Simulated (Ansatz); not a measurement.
# AlBiSe3 (model cell, started as cubic perovskite with Al in the octahedra): a soft mode frozen in

Aim: this structure of AlBiSe3 (model cell, started as cubic perovskite with Al in the octahedra) is to be tested for unstable modes, and one is followed downhill.

Main program and level: Ansatz 0.2.0; DFT PBEsol, scalar-relativistic, plane waves, PAW.

The structure was built from a prototype and need not be the compound's stable phase.

## 1. The starting structure

It takes space group Pm-3m (No. 221, cubic). The conventional cell has a = 4.853 Å, b = 4.853 Å, c = 4.853 Å, α = 90.00°, β = 90.00°, γ = 90.00°. Bi has 12 Se at 3.43 Å nearest. Nearest to Al lie 6 Se at 2.43 Å. Se has 2 Al at 2.43 Å and 4 Bi at 3.43 Å nearest. Farther neighbours and most contacts between anions are not listed.

## 2. Phonons on a q mesh

The cell comes from relaxations at this level that are not shown. Stability and thermal properties need the whole zone. Linear response on a 2×2×2 q mesh gives force constants as far as a supercell of that size would.

Contents of input.yaml:

```yaml
crystal:
  lattice:
    - [4.8529979444, 0.0, 0.0]
    - [0.0, 4.8529979444, 0.0]
    - [0.0, 0.0, 4.8529979444]
  atoms:
    - { symbol: Bi, position: [0.0, 0.0, 0.0] }
    - { symbol: Al, position: [0.5, 0.5, 0.5] }
    - { symbol: Se, position: [0.5, 0.5, 0.0] }
    - { symbol: Se, position: [0.5, 0.0, 0.5] }
    - { symbol: Se, position: [0.0, 0.5, 0.5] }
kpoints:
  mp_grid: { grid: [6, 6, 6] }
hamiltonian:
  xc: pbesol
scf:
  occupations: { method: methfessel_paxton, width: 0.15 }
output:
  eigenvalues: true
phonons:
  method: dfpt
  qmesh: [2, 2, 2]
  temperatures: { t_max: 1000, t_step: 50 }
  qpath:
    path:
      - [[0.0, 0.0, 0.0], [0.0, 0.5, 0.0], [0.5, 0.5, 0.0], [0.0, 0.0, 0.0], [0.5, 0.5, 0.5], [0.0, 0.5, 0.0]]
      - [[0.5, 0.5, 0.5], [0.5, 0.5, 0.0]]
    npoints: 10
```

Started as:

```sh
ansatz run input.yaml --threads 8 --pin off --max-ram 14336MiB --backend cpu --events-out ev --progress --plain --runs-dir out
```

Numbers of over 12 decimals in the logs are rounded to 6 here.

Log:

```text
Engine: ansatz 0.2.0, x86_64-unknown-linux-gnu
Pseudopotentials: kind: paw
Pseudopotential: Bi, paw, valence charge 15, recommended cutoff 420 eV (normal), Bi.paw.azcp
Pseudopotential: Al, paw, valence charge 3, recommended cutoff 420 eV (normal), Al.paw.azcp
Pseudopotential: Se, paw, valence charge 16, recommended cutoff 420 eV (normal), Se.paw.azcp
Functional definition: PBEsol
  exchange = pbesol_x
  correlation = pbesol_c
Crystal: 5 atoms, lattice volume = 114.296 Å³
Basis set: ecut = 420 eV, 2205 PW (Γ), exchange–correlation on 72×72×72 points (8 copies of the dense FFT grid, shifted against one another)
Bands: 40, of which v1, the nominal top of the filled ones, is band 33 counted from 1 (32 counted from 0)
Symmetry: 48 space group operations
k-points: 20 of 216
Non-local potential: Bi, projectors of the file, l = 0: 2, l = 1: 2, l = 2: 2, l = 3: 2
Non-local potential: Al, projectors of the file, l = 0: 2, l = 1: 2, l = 2: 1
Non-local potential: Se, projectors of the file, l = 0: 2, l = 1: 2, l = 2: 3, l = 3: 1
PAW form: soft (Blöchl's): semilocal exchange-correlation on the pseudo side does not see the compensation charge
PAW frozen core: Bi, regenerated for the run's functional, and the local potential with it (the file was generated under x = pbe(κ = 0.804, μ = 0.219515), c = pbe(β = 0.066725))
PAW frozen core: Al, regenerated for the run's functional, and the local potential with it (the file was generated under x = pbe(κ = 0.804, μ = 0.219515), c = pbe(β = 0.066725))
PAW frozen core: Se, regenerated for the run's functional, and the local potential with it (the file was generated under x = pbe(κ = 0.804, μ = 0.219515), c = pbe(β = 0.066725))
PAW one-centre angular grid: Bi, 590 points (default); XC on 64 Gauss nodes
PAW one-centre angular grid: Al, 110 points (default); XC on 64 Gauss nodes
PAW one-centre angular grid: Se, 590 points (default); XC on 64 Gauss nodes
Initial density: superposition of atomic densities (neutral atoms: chi_scale 0, normalization atom), corrected by the library's trained network
Initial wavefunctions: pseudopotential atomic-orbital guess
Functional: x = pbesol(κ = 0.804, μ = 0.123457), c = pbesol(β = 0.046)
SCF iter   1: F=—  HF=-29039.935165 eV  |F-HF|=—  |Δ(HF+E_count)|=         —  Δρ=5.01e-3  dr2=7.10e-2  ethr=1.77e-3  ⟨swp⟩=7.8  Hψ=3297  notcnv=0
preconditioner: auto → Kerker (q_TF=auto, 2.490 Å⁻¹)  [metal: Δε(μ)=0.011 eV  Ē_g=9.442 eV  σ=0.150 eV  W_gap=0.06  n_scr=26 (ndim 8)  ℏωp=17.7 eV  f_vac=0.000  D(μ)=5.38/eV (n_scr^D=56)]
SCF iter   2: F=—  HF=-29039.921775 eV  |F-HF|=—  |Δ(HF+E_count)|=   1.34e-2  S|Δr|=    0.00e0  Δρ=2.42e-3  dr2=1.46e-2  ethr=1.08e-4  ⟨swp⟩=1.0  Hψ=960  notcnv=0
SCF iter   3: F=—  HF=-29039.918536 eV  |F-HF|=—  |Δ(HF+E_count)|=   3.24e-3  S|Δr|=    0.00e0  Δρ=9.74e-4  dr2=2.87e-3  ethr=2.22e-5  ⟨swp⟩=1.9  Hψ=1068  notcnv=0
SCF iter   4: F=—  HF=-29039.917810 eV  |F-HF|=—  |Δ(HF+E_count)|=   7.26e-4  S|Δr|=    0.00e0  Δρ=3.33e-4  dr2=2.85e-4  ethr=4.35e-6  ⟨swp⟩=2.0  Hψ=1010  notcnv=0
SCF iter   5: F=—  HF=-29039.917726 eV  |F-HF|=—  |Δ(HF+E_count)|=   8.40e-5  S|Δr|=    0.00e0  Δρ=1.17e-4  dr2=1.81e-5  ethr=4.32e-7  ⟨swp⟩=2.5  Hψ=1442  notcnv=0
SCF iter   6: F=—  HF=-29039.917716 eV  |F-HF|=—  |Δ(HF+E_count)|=   1.02e-5  S|Δr|=    0.00e0  Δρ=4.20e-5  dr2=2.90e-6  ethr=2.74e-8  ⟨swp⟩=2.0  Hψ=1433  notcnv=0
SCF iter   7: F=—  HF=-29039.917709 eV  |F-HF|=—  |Δ(HF+E_count)|=   6.83e-6  S|Δr|=    0.00e0  Δρ=1.21e-5  dr2=1.99e-7  ethr=4.39e-9  ⟨swp⟩=2.1  Hψ=984  notcnv=0
SCF iter   8: F=—  HF=-29039.917709 eV  |F-HF|=—  |Δ(HF+E_count)|=   4.68e-8  S|Δr|=    0.00e0  Δρ=3.50e-6  dr2=1.97e-8  ethr=3.02e-10  ⟨swp⟩=2.0  Hψ=1432  notcnv=0
SCF iter   9: F=—  HF=-29039.917709 eV  |F-HF|=—  |Δ(HF+E_count)|=   2.67e-9  S|Δr|=    0.00e0  Δρ=7.88e-7  dr2=6.96e-10  ethr=2.98e-11  ⟨swp⟩=2.0  Hψ=1433  notcnv=0
SCF iter  10: F=—  HF=-29039.917709 eV  |F-HF|=—  |Δ(HF+E_count)|=  4.00e-11  S|Δr|=    0.00e0  Δρ=1.16e-7  dr2=1.58e-11  ethr=1.06e-12  ⟨swp⟩=2.0  Hψ=903  notcnv=0
SCF iter  11: F=-29039.917709 eV  HF=-29039.917709 eV  |F-HF|=1.46e-11  |Δ(HF+E_count)|=  3.64e-12  S|Δr|=    0.00e0  Δρ=2.37e-8  dr2=5.51e-13  ethr=1.00e-12  ⟨swp⟩=10.7  Hψ=3733  notcnv=0
SCF 1 converged in 11 iterations: F = -29039.917709 eV  dr2 = 5.51e-13
  greatest PAW one-centre occupation: 1.000 electrons in one spin orbital (limit 2), on the Se atom at site 2 (counted from 0), in its partial waves of l = 2
Initial density: read from a saved state, or passed on in memory by an earlier SCF of this step, an earlier step, the calling program or the single point that the run made first
iter 1 solved again at ethr=1.47e-7 eV; its pass at ethr=3.10e-3 eV (dr2=9.73e-5 eV) is discarded
SCF iter   1: F=—  HF=-29039.917710 eV  |F-HF|=—  |Δ(HF+E_count)|=         —  Δρ=1.74e-6  dr2=2.31e-9  ethr=1.47e-7  ⟨swp⟩=3.0  Hψ=5117  notcnv=0
eigensolver tolerance schedule: the retry pair's looser diagonalisation over-reported the residual by 42147.95 of it (diagonalisation noise at an unbounded share of the residual, at the tolerance the schedule requests for it); recorded, not acted on — ethr = c·dr2/N_el stays at c = 1.0e-1
preconditioner: auto → Kerker (q_TF=auto, 2.490 Å⁻¹)  [metal: Δε(μ)=0.023 eV  Ē_g=9.464 eV  σ=0.150 eV  W_gap=0.13  n_scr=26 (ndim 8)  ℏωp=17.7 eV  f_vac=0.000  D(μ)=4.90/eV (n_scr^D=32)]
SCF iter   2: F=—  HF=-29039.917709 eV  |F-HF|=—  |Δ(HF+E_count)|=   7.98e-7  S|Δr|=    0.00e0  Δρ=9.73e-7  dr2=7.96e-10  ethr=3.50e-12  ⟨swp⟩=4.0  Hψ=2424  notcnv=0
SCF iter   3: F=—  HF=-29039.917709 eV  |F-HF|=—  |Δ(HF+E_count)|=  2.51e-10  S|Δr|=    0.00e0  Δρ=6.23e-7  dr2=3.02e-10  ethr=1.21e-12  ⟨swp⟩=2.0  Hψ=1018  notcnv=0
SCF iter   4: F=—  HF=-29039.917709 eV  |F-HF|=—  |Δ(HF+E_count)|=  1.09e-10  S|Δr|=    0.00e0  Δρ=3.60e-7  dr2=9.84e-11  ethr=1.00e-12  ⟨swp⟩=2.0  Hψ=820  notcnv=0
SCF iter   5: F=—  HF=-29039.917709 eV  |F-HF|=—  |Δ(HF+E_count)|=  2.91e-11  S|Δr|=    0.00e0  Δρ=2.65e-7  dr2=5.35e-11  ethr=1.00e-12  ⟨swp⟩=1.0  Hψ=800  notcnv=0
SCF iter   6: F=—  HF=-29039.917709 eV  |F-HF|=—  |Δ(HF+E_count)|=  7.28e-12  S|Δr|=    0.00e0  Δρ=2.01e-7  dr2=3.11e-11  ethr=1.00e-12  ⟨swp⟩=1.0  Hψ=800  notcnv=0
SCF iter   7: F=—  HF=-29039.917709 eV  |F-HF|=—  |Δ(HF+E_count)|=  3.64e-12  S|Δr|=    0.00e0  Δρ=1.64e-7  dr2=2.07e-11  ethr=1.00e-12  ⟨swp⟩=1.0  Hψ=800  notcnv=0
SCF iter   8: F=-29039.917709 eV  HF=-29039.917709 eV  |F-HF|=1.46e-11  |Δ(HF+E_count)|=  7.28e-12  S|Δr|=    0.00e0  Δρ=1.10e-7  dr2=9.35e-12  ethr=1.00e-12  ⟨swp⟩=2.0  Hψ=1716  notcnv=0
SCF 2 converged in 8 iterations: F = -29039.917709 eV  dr2 = 9.35e-12
  greatest PAW one-centre occupation: 1.000 electrons in one spin orbital (limit 2), on the Se atom at site 3 (counted from 0), in its partial waves of l = 2
phonons: the bands overlap, so this run is a metal and interpolates without the dipole-dipole term. If the crystal is really an insulator or semiconductor, its LO-TO splitting is missing
NSCF: frozen V_eff on 20 k-points
WARN: eigensolver did not converge in 5 slots of this pass, the one above among them; of largest residual over every band (k=9): 1 band(s) unlocked (lowest unlocked band 39, counted from 0; max residual 1.01e-5 eV among the unlocked bands, 1.01e-5 eV over every band); of lowest unlocked band (k=3): band 39
NSCF: frozen V_eff on 64 k-points
DFPT response loops at q = (0, 0, 0) (fractional): preconditioner auto → Kerker (q_TF=auto, 2.490 Å⁻¹) (partly filled bands, converged f_vac=0.000); β = 1.00, the filter's whole step (`scf.mixing.beta` (0.50) is not read by the response loops under this deck's `scf.mixing.preconditioner`; to damp them name `kerker` or `kerker_dos`, under which they read `scf.mixing.beta`, and type it under 1.00, their step now; both keys bind the ground state too); Broyden in place of MSR1
NSCF: frozen V_eff on 128 k-points
DFPT response loops at q = (0, 0, -0.5) (fractional): mixed as the last ones told, above
NSCF: frozen V_eff on 128 k-points
DFPT response loops at q = (0, -0.5, -0.5) (fractional): mixed as the last ones told, above
NSCF: frozen V_eff on 128 k-points
DFPT response loops at q = (-0.5, -0.5, -0.5) (fractional): mixed as the last ones told, above
SCF converged after 11 iterations
Stability not checked: this state was not tested for a lower state beside it, because cold or Methfessel-Paxton smearing, or corrected tetrahedra, fill the levels in a way that the test cannot read (fill_not_monotonic; see scf.lower_state_search)
Free energy (F): -29039.917709 eV
Harris-Foulkes:  -29039.917709 eV  (|F-HF|=1.46e-11)
Internal energy: -29039.910506 eV  (E = F + TS)
E sigma→0 (E₀):  -29039.915908 eV
Entropy (-TS):   -0.007203 eV (-1.441 meV/atom)
Fermi energy:    9.644740 eV
--- Per-component energies (eV) ---
  E_band       = -1174.461864
  E_kinetic    = 682.989307
  E_local      = -8483.846022  (includes V_loc(G=0)·N_el)
  E_nonlocal   = -1205.257230
  E_hartree    = 3968.831015
  E_xc         = -500.818467
  E_vxc        = -469.016174  (∫ρ·V_xc dr)
  E_paw        = -16567.176994  (= ΣΔE_a)
  E_vpaw       = 363.008484  (= ΣTr[D̂ρ^β])
  E_aug_tail   = -0.002220  (compensation charges beyond the density's cutoff)
  E_ewald      = -6937.764137
  E_core_change = 3.134243  (= ΣΔE_core)
  E_smearing   = -0.007203  (= −TS)
  E_closure    = -0.000000  (closes the sum)
  Σ components = -29039.917709   (vs F -29039.917709, Δ=0.00e0)
--- Band table (eV; the first three rows and the last of 20) ---
  k-point 0: bands = [... 29 lower, 8.0163, 8.4421, 8.4421, 8.4421, 9.2051, 12.3301, 12.3301, 12.3301, ... 3 higher]
  k-point 1: bands = [... 29 lower, 7.7143, 8.2330, 8.4088, 8.4088, 10.2473, 11.4678, 11.9839, 11.9839, ... 3 higher]
  k-point 2: bands = [... 29 lower, 7.2000, 7.8771, 8.6378, 8.6378, 9.9542, 11.3348, 11.3348, 11.8713, ... 3 higher]
  k-point 19: bands = [... 29 lower, 8.3475, 10.1543, 10.1543, 10.1543, 12.2596, 12.2596, 12.2596, 13.3877, ... 3 higher]
--- Phonons (Γ-DFPT): 4 representative perturbations + reference (Σ response iterations 12) ---
  ASR residual: 1.147e-4 → 0.000e0 eV/Å²; symmetrization residual: 9.358e-6 eV/Å²
  ASR residual per site (eV/Å²): 9.41e-6 1.15e-4 5.77e-6 5.77e-6 5.77e-6
  Γ frequencies (cm⁻¹): -114.15 -114.15 -114.15 -110.21 -110.21 -110.21 0.00 0.00 0.00 49.33 49.33 49.33 339.85 339.85 339.85
--- Phonons (arbitrary-q DFPT): 4 irreducible q on the 2×2×2 mesh ---
  q = [0.0000, 0.0000, 0.0000] (star 1, of the zone-centre solve; hermiticity 1.42e-6, symmetrization 4.65e-12): -114.15 -114.15 -114.15 -110.21 -110.21 -110.21 -0.00 0.00 0.00 49.33 49.33 49.33 339.85 339.85 339.85
  q = [0.0000, 0.0000, -0.5000] (star 3, 9 solved perturbations in 504 linear systems a pass and spin channel, the states on 64 of 216 k-point pairs; hermiticity 1.75e-6, symmetrization 2.00e-12): -143.83 -101.97 -101.97 -101.53 -101.53 -31.39 -27.15 19.80 19.80 70.98 70.98 223.40 303.43 339.02 339.02
  q = [0.0000, -0.5000, -0.5000] (star 3, 9 solved perturbations in 504 linear systems a pass and spin channel, the states on 64 of 216 k-point pairs; hermiticity 1.58e-6, symmetrization 6.38e-13): -156.88 -122.61 -122.61 -77.88 -77.88 -39.03 32.85 32.85 69.60 97.19 191.61 243.59 308.72 308.72 341.03
  q = [-0.5000, -0.5000, -0.5000] (star 1, 4 solved perturbations in 184 linear systems a pass and spin channel, the states on 64 of 216 k-point pairs; hermiticity 1.00e-6, symmetrization 6.45e-12): -148.03 -148.03 -148.03 -90.75 -90.75 -90.75 77.03 77.03 77.03 189.37 189.37 261.01 319.76 319.76 319.76
  sum rule: each row above includes the acoustic sum rule's correction from the zone centre's row sums; it moved no ω² by more than (1.08 cm⁻¹)²
  mesh force constants: q→R imaginary residual 7.26e-18; ASR residual 1.147e-4 → 0.000e0 eV/Å²; symmetrization residual 2.132e-14 eV/Å²
  interpolated dispersion: 62 rows × 15 modes
  density of states and harmonic sums: on the 14×14×14 q-mesh, interpolated from the force constants of a 2×2×2 supercell (no non-analytic term)
  largest difference from the sums on the solved wave vectors: F 6.81e-2 eV, S 1.10e-4 and C_V 4.17e-5 eV/K
  zero-point energy: 0.096369 eV/cell   skipped modes (ω ≤ 0): 752, of them read as no rigid motion or as one in doubt: 749 (6.265e0 modes/cell left out, lowest -156.88 cm⁻¹)   left out of the sums: 4.18e-1 of the cell's modes: C_V's classical limit lies that fraction below 3 k_B per atom; for a crystal, a wire or a layer, F and S can be off by more, and a phonons.interpolated_qmesh denser along its periods is the remedy for the sampling
```

Run time: 1.7 min. Hardware: 8 threads of Intel Xeon 6975P-C (Granite Rapids), shared host; peak memory 1.4 GiB.

Numbers from this step:

```
volume per atom                                         : 22.86 Å³
gap on the k-mesh                                       : 0 eV
sum-rule residual before enforcement                    : 1.15e-4 eV/Å²
lowest frequency on the path                            : -156.9 cm⁻¹
point group                                             : m-3m
highest frequency on the path or at a solved wavevector : 341.0 cm⁻¹
highest optical mode at the zone centre (no LO-TO term) : 339.9 cm⁻¹
lowest optical zone-centre mode                         : -114.2 cm⁻¹
lowest mode on the q mesh (acoustic modes at Γ apart)   : -156.9 cm⁻¹
```

Frequencies (cm⁻¹) solved at each irreducible wavevector; negative means imaginary. Frequencies by wavevector, by row:

```csv
q in reciprocal lattice units,star,mode 1,mode 2,mode 3,mode 4,mode 13,mode 14,mode 15
0 0 0,1,-114.2,-114.2,-114.2,-110.2,339.9,339.9,339.9
0 0 -0.5,3,-143.8,-102,-102,-101.5,303.4,339,339
0 -0.5 -0.5,3,-156.9,-122.6,-122.6,-77.9,308.7,308.7,341
-0.5 -0.5 -0.5,1,-148,-148,-148,-90.8,319.8,319.8,319.8
```

Interpolated from a 2×2×2 q mesh. The phonon branches at the labelled points (cm⁻¹):

```csv
point,branch 1,branch 2,branch 3,branch 4,branch 12,branch 13,branch 14,branch 15
Γ,-114,-114,-114,-110,49,340,340,340
halfway,-130,-108,-108,-106,150,328,339,339
X,-144,-102,-102,-102,223,303,339,339
halfway,-149,-117,-114,-92,224,306,329,340
M,-157,-123,-123,-78,244,309,309,341
halfway,-138,-114,-113,-100,164,326,331,340
Γ,-114,-114,-114,-110,49,340,340,340
halfway,-138,-123,-123,-98,179,327,327,334
R,-148,-148,-148,-91,261,320,320,320
halfway,-147,-130,-123,-95,227,310,328,334
X,-144,-102,-102,-102,223,303,339,339
jump to R,-148,-148,-148,-91,261,320,320,320
halfway,-152,-134,-134,-92,246,314,314,333
M,-157,-123,-123,-78,244,309,309,341
```

Symmetry leaves 4 wavevectors to solve. The lowest mode among them, the acoustic zeros apart, lies at q = (0, -0.5, -0.5) and is imaginary, 156.9i cm⁻¹, so the energy falls along it.

## 3. The mode frozen in, largest atomic shift 0 Å

The mode followed lies at q = (0, 0, -0.5) with frequency 143.8i cm⁻¹, one of the unstable modes though not the softest. At small amplitude the distorted cell has space group no. 131 by a symmetry search on the positions. The undistorted cell that holds it gives the zero of energy on the same k mesh.

System of this step: AlBiSe3 (model cell, started as cubic perovskite with Al in the octahedra). The structure is cubic, space group Pm-3m (No. 221). The conventional cell has a = 4.853 Å, b = 4.853 Å, c = 4.853 Å, α = 90.00°, β = 90.00°, γ = 90.00°. Nearest to Bi lie 12 Se at 3.43 Å. Nearest to Al lie 6 Se at 2.43 Å. Nearest to Se lie 2 Al at 2.43 Å and 4 Bi at 3.43 Å. Nearest to Se lie 2 Al at 2.43 Å and 4 Bi at 3.43 Å. Farther neighbours and most contacts between anions are not listed.

Contents of input.yaml:

```yaml
crystal:
  lattice:
    - [4.8529979444, 0.0, 0.0]
    - [0.0, 4.8529979444, 0.0]
    - [0.0, 0.0, 9.7059958888]
  atoms:
    - { symbol: Bi, position: [0.0, 0.0, 0.0] }
    - { symbol: Bi, position: [0.0, 0.0, 0.5] }
    - { symbol: Al, position: [0.5, 0.5, 0.25] }
    - { symbol: Al, position: [0.5, 0.5, 0.75] }
    - { symbol: Se, position: [0.5, 0.5, 0.5] }
    - { symbol: Se, position: [0.5, 0.5, 0.0] }
    - { symbol: Se, position: [0.5, 0.0, 0.25] }
    - { symbol: Se, position: [0.5, 0.0, 0.75] }
    - { symbol: Se, position: [0.0, 0.5, 0.25] }
    - { symbol: Se, position: [0.0, 0.5, 0.75] }
kpoints:
  mp_grid: { grid: [6, 6, 4] }
hamiltonian:
  xc: pbesol
scf:
  occupations: { method: methfessel_paxton, width: 0.15 }
output:
  forces: true
  stress: true
  eigenvalues: true
```

Log:

```text
[...]
Crystal: 10 atoms, lattice volume = 228.592 Å³
Basis set: ecut = 420 eV, 4445 PW (Γ), exchange–correlation on 72×72×144 points (8 copies of the dense FFT grid, shifted against one another)
Bands: 80, of which v1, the nominal top of the filled ones, is band 66 counted from 1 (65 counted from 0)
Symmetry: 32 space group operations
[...]
k-points: 30 of 144
[...]
k-point 0: bands = [... 62 lower, 8.4294, 8.4351, 8.8134, 8.8134, 8.8646, 9.1965, 10.9939, 10.9939, ... 10 higher]
  k-point 1: bands = [... 62 lower, 8.3887, 8.3887, 8.7058, 8.7058, 9.5955, 9.8752, 11.1980, 11.1980, ... 10 higher]
  k-point 2: bands = [... 62 lower, 8.5032, 8.5032, 8.5032, 8.5032, 10.7349, 10.7349, 11.0263, 11.0263, ... 10 higher]
  k-point 29: bands = [... 62 lower, 9.0233, 9.0233, 10.1450, 10.1450, 10.7431, 10.7431, 11.6889, 11.6889, ... 10 higher]
[key lines of the parts left out:]
SCF converged after 9 iterations
Free energy (F): -58079.864810 eV
Fermi energy:    9.639939 eV
P = ⅓ Tr σ = -0.0309 GPa (-0.309 kbar)
```

It took 2.9 s on 8 threads; peak memory 1.3 GiB; 18 s of CPU time.

This step gave:

- pressure: -0.03094 GPa
- energy from the undistorted cell: 0 meV/atom

The run ends at a pressure of -0.03 GPa.

## 4. The mode frozen in, largest atomic shift 0.45 Å

The atoms are moved along the unstable eigenvector, the largest shift by 0.45 Å, with the cell fixed.

input.yaml, the sections that differ from step 3:

```yaml
crystal:
  lattice:
    - [4.8529979444, 0.0, 0.0]
    - [0.0, 4.8529979444, 0.0]
    - [0.0, 0.0, 9.7059958888]
  atoms:
    - { symbol: Bi, position: [0.0, 0.0, 0.0] }
    - { symbol: Bi, position: [0.0, 0.0, 0.5] }
    - { symbol: Al, position: [0.5, 0.5, 0.25] }
    - { symbol: Al, position: [0.5, 0.5, 0.75] }
    - { symbol: Se, position: [0.5, 0.5, 0.5] }
    - { symbol: Se, position: [0.5, 0.5, 0.0] }
    - { symbol: Se, position: [0.5, 0.0, 0.296363094] }
    - { symbol: Se, position: [0.5, 0.0, 0.703636906] }
    - { symbol: Se, position: [0.0, 0.5, 0.203636906] }
    - { symbol: Se, position: [0.0, 0.5, 0.796363094] }
# kpoints, hamiltonian, scf, output: as in step 3
```

Log:

```text
[...]
Crystal: 10 atoms, lattice volume = 228.592 Å³
Basis set: ecut = 420 eV, 4445 PW (Γ), exchange–correlation on 72×72×144 points (8 copies of the dense FFT grid, shifted against one another)
Bands: 80, of which v1, the nominal top of the filled ones, is band 66 counted from 1 (65 counted from 0)
Symmetry: 16 space group operations
[...]
k-points: 30 of 144
[...]
k-point 0: bands = [... 62 lower, 8.4205, 8.4205, 8.5520, 8.5520, 9.0338, 9.9116, 11.0151, 11.0151, ... 10 higher]
  k-point 1: bands = [... 62 lower, 8.5187, 8.5187, 8.7502, 8.7502, 9.6465, 10.4436, 11.1749, 11.1749, ... 10 higher]
  k-point 2: bands = [... 62 lower, 8.5687, 8.5687, 8.7818, 8.7818, 10.6801, 10.6801, 11.4018, 11.4018, ... 10 higher]
  k-point 29: bands = [... 62 lower, 9.2235, 9.2235, 9.4669, 9.4669, 11.7732, 11.7732, 11.8621, 11.8621, ... 10 higher]
[key lines of the parts left out:]
SCF converged after 9 iterations
Free energy (F): -58080.660948 eV
Fermi energy:    9.822827 eV
P = ⅓ Tr σ = 1.2148 GPa (12.148 kbar)
```

Run time: 2.7 s. Hardware: 8 threads; peak memory 1.3 GiB; 17 s of CPU time.

Numbers from this step:

```
pressure                         : 1.215 GPa
energy from the undistorted cell : -79.3 meV/atom
```

The energy, extrapolated to zero smearing, is -79.30 meV/atom against the undistorted cell.

The run ends at a pressure of 1.21 GPa, with forces up to 0.19 eV/Å.

[end of part 1 of 2]

[Logs are printed without paths, hosts, clocks, repeated set-up lines and the standing remarks that a program may print on its own settings, such as how far it seeks lower states.]

[Hosts, paths, dates, database ids (printed as entryN), source tags and the programs' standing remarks are cut or masked in the printed files.]
